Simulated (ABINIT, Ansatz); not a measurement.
# A GW run on KRb2GaF6 (Fm-3m) in ABINIT, with inputs changed, part 2 of 2

A base run on KRb2GaF6 (Fm-3m), then changed inputs.

ABINIT 10.8.3; PBEsol and many-body steps on it, plane waves. Known limits of the many-body steps: not at the basis limit; no spin-orbit coupling; coarse k mesh.

So far. Step 3 (Base): The gap on the mesh goes from 6.19 eV to 9.75 eV, a correction of +3.56 eV. Step 4 (Broadening of the poles): Against G0W0 in ABINIT (2×2×2 mesh, 249 bands, screening to 141.5 eV, Godby-Needs plasmon pole), the gap moves by +0.000 eV.

## 5. Exchange cutoff of one hartree

Level of this step: G0W0 on PBEsol, plane waves, norm-conserving pseudopotentials (ABINIT).

File run.abi:

```
acell 3*1.0 Angstrom
rprim 
  -0.000000000000 4.378547672900 4.378547672900
  4.378547672900 -0.000000000000 4.378547672900
  4.378547672900 4.378547672900 -0.000000000000
ntypat 4
znucl 19 37 31 9
natom 10
typat 1 2 2 3 4 4 4 4 4 4
xred 
  0.500000000000 0.500000000000 0.500000000000
  0.750000000000 0.750000000000 0.750000000000
  0.250000000000 0.250000000000 0.250000000000
  0.000000000000 0.000000000000 0.000000000000
  0.783440950000 0.216559050000 0.783440950000
  0.216559050000 0.216559050000 0.783440950000
  0.783440950000 0.783440950000 0.216559050000
  0.783440950000 0.216559050000 0.216559050000
  0.216559050000 0.783440950000 0.216559050000
  0.216559050000 0.783440950000 0.783440950000
pp_dirpath "pseudos"
pseudos "K.upf, Rb.upf, Ga.upf, F.upf"
ecut 45
ngkpt 2 2 2
nshiftk 1
shiftk 0 0 0
kptopt 1
chksymbreak 0
istwfk *1
occopt 1
irdwfk 1
optdriver 4
nband 249
gwcalctyp 0
ecutsigx 1
symsigma 1
nkptgw 1
kptgw 
  0.0000000000 0.0000000000 0.0000000000
bdgw 
  43 48
ecuteps 5.2
irdscr 1
ppmodel 1
indata_prefix "in"
outdata_prefix "out"
tmpdata_prefix "tmp"
```

The run is started by

```console
$ OMP_NUM_THREADS=1 mpirun -n 8 abinit run.abi > log
```

The program printed:

```text
.Version 10.8.3 of ABINIT. v10.8.2 released Aug 2026.

 Symmetries : space group Fm -3 m (#225); Bravais cF (face-center cubic)
[... echo of the input left out ...]
== DATASET  1 ==================================================================
-   mpi_nproc: 8, omp_nthreads: 1 (-1 if OMP is not activated)

--- !DatasetInfo
iteration_state: {dtset: 1, }
dimensions: {natom: 10, nkpt: 3, mband: 249, nsppol: 1, nspinor: 1, nspden: 1, mpw: 16361, }
cutoff_energies: {ecut:  45.0, pawecutdg:  -1.0, }
electrons: {nelect:   9.00000000E+01, charge:   0.00000000E+00, occopt:   1.00000000E+00, tsmear:   1.00000000E-02, }

 SIGMA: Calculation of the GW corrections

 Based on a program developped by R.W. Godby, V. Olevano, G. Onida, and L. Reining.
 Incorporated in ABINIT by V. Olevano, G.-M. Rignanese, and M. Torrent.
.Using double precision arithmetic ; gwpc =  8

[... cell and pseudopotentials left out ...]
--------------------------------------------------------------------------------

 ==== K-mesh for the wavefunctions ====
 Number of points in the irreducible wedge :     3
[... list of points left out ...]
 Together with 48 symmetry operations and time-reversal symmetry
 yields     8 points in the full Brillouin Zone.

 ==== Q-mesh for screening function ====
 Number of points in the irreducible wedge :     3
[... list of points left out ...]
 Together with 48 symmetry operations and time-reversal symmetry
 yields     8 points in the full Brillouin Zone.

 vcoul_init : cutoff-mode = AUXILIARY_FUNCTION
 q-points for optical limit:   1
     1)      0.000010    0.000020    0.000030
 setmesh: FFT mesh size selected  =    45x   45x   45
          total number of points  =        91125

 Number of electrons calculated from density =   90.0000; Expected =   90.0000
[...]
number of k-points in BZ                            8
 number of q-points in BZ                            8
 number of frequencies for dSigma/dE                 9
 frequency step for dSigma/dE [eV]                0.25
 number of omega for Sigma on real axis              0
 max omega for Sigma on real axis  [eV]           0.00
 zcut for avoiding poles [eV]                     0.10

 EPSILON^-1 parameters (SCR file):
 dimension of the eps^-1 matrix on file            645
 dimension of the eps^-1 matrix used                59
 number of plane-waves for wavefunctions         16361
 number of bands                                   249
 number of q-points in IBZ                           3
 number of frequencies                               2
 number of real frequencies                          1
 number of imag frequencies                          1

 matrix elements of self-energy operator (all in [eV])

 Perturbative Calculation

--- !SelfEnergy_ee
iteration_state: {dtset: 1, }
kpoint     : [   0.000,    0.000,    0.000, ]
spin       : 1
KS_gap     :    6.190
QP_gap     :    4.919
Delta_QP_KS:   -1.271
data: !SigmaeeData |
     Band     E0 <VxcDFT>   SigX SigC(E0)      Z dSigC/dE  Sig(E)    E-E0       E
       43  -0.821 -22.439 -18.591   3.237   0.877  -0.141 -16.229   6.210   5.389
       44  -0.821 -22.439 -18.591   3.237   0.877  -0.141 -16.229   6.210   5.389
       45  -0.821 -22.439 -18.591   3.237   0.877  -0.141 -16.229   6.210   5.389
       46   5.369 -10.808  -2.496  -2.837   0.902  -0.108  -5.869   4.939  10.308
       47   8.334  -8.349  -2.258  -2.744   0.906  -0.103  -5.315   3.034  11.368
       48   8.334  -8.349  -2.258  -2.744   0.906  -0.103  -5.315   3.034  11.368

== END DATASET(S) ==============================================================
================================================================================

 -outvars: echo values of variables after computation  --------
           etotal      0.0000000000E+00
            nband         249
             nkpt           3
          spgroup         225
 [... the other variables as echoed above ...]

 Calculation completed.
```

Wall time 13 s (8 MPI ranks of Arm Neoverse N1, shared host); peak memory 2.4 GiB; 99 s of CPU time.

The run ended normally, though the input holds a fault or crude settings.

The fault put into this input: exchange cutoff of one hartree. It printed a gap of 4.92 eV, an artefact of the input.

## 6. Side by side

Times are wall times on 8 MPI ranks of Arm Neoverse N1, shared host, good to a factor of about two. A run's time includes the screening step that it read.

| run | mesh | bands | screening cutoff (eV) | DFT gap (eV) | gap on the mesh (eV) | direct (eV) | ε∞ used | time |
| --- | --- | --- | --- | --- | --- | --- | --- | --- |
| base | 2×2×2 | 249 | 141.5 | 6.190 | 9.751 | 9.751 | 2.06 | 5.7 min |
| broadening of the poles | 2×2×2 | 249 | 141.5 | 6.190 | 9.751 | 9.751 | 2.06 | 5.7 min |

## 7. Summary of results

| Item | Value |
| --- | --- |
| base | 9.751 eV |
| broadening of the poles | 9.751 eV |
| known limits | not at the basis limit; no spin-orbit coupling; coarse k mesh |

What this shows: Broadening of the poles: no change against base (keys changed: zcut). Bands and cutoff are finite, so the gap is not at the basis limit. The miss can reach some tenths of an eV and take either sign; the mesh is an error of its own. In the first G0W0 run levels were corrected at 1 k point alone, so a gap called «on the mesh» is the least over those, and an edge elsewhere would be missed. The 2×2×2 mesh is coarse for this cell, which bears on the long-range parts of exchange and screening. The many-body steps are scalar-relativistic: spin-orbit coupling is not in them.

[Paths, hosts, dates, memory and timing lines, banners, echoed tables and standing remarks are left out of the program output.]

[Logs are printed without paths, hosts, clocks, repeated set-up lines and the standing remarks that a program may print on its own settings, such as how far it seeks lower states.]

[Runs of the session that timed out or met a known fault of the program may be left out.]

[No measured gap is set beside runs whose start may be inverted or whose files or cutoffs have a known fault.]

[Hosts, paths, dates, database ids (printed as entryN), source tags and the programs' standing remarks are cut or masked in the printed files.]

[G0W0 gaps are taken among the corrected bands and points alone; a level outside them can change the order at an edge.]

[Where Ansatz stands beside ABINIT at settings called matched, ABINIT's density can come from a denser mesh and the files from another edition; pairs whose starting gaps differed by over 0.03 eV were left out, so agreement reads better than it is.]
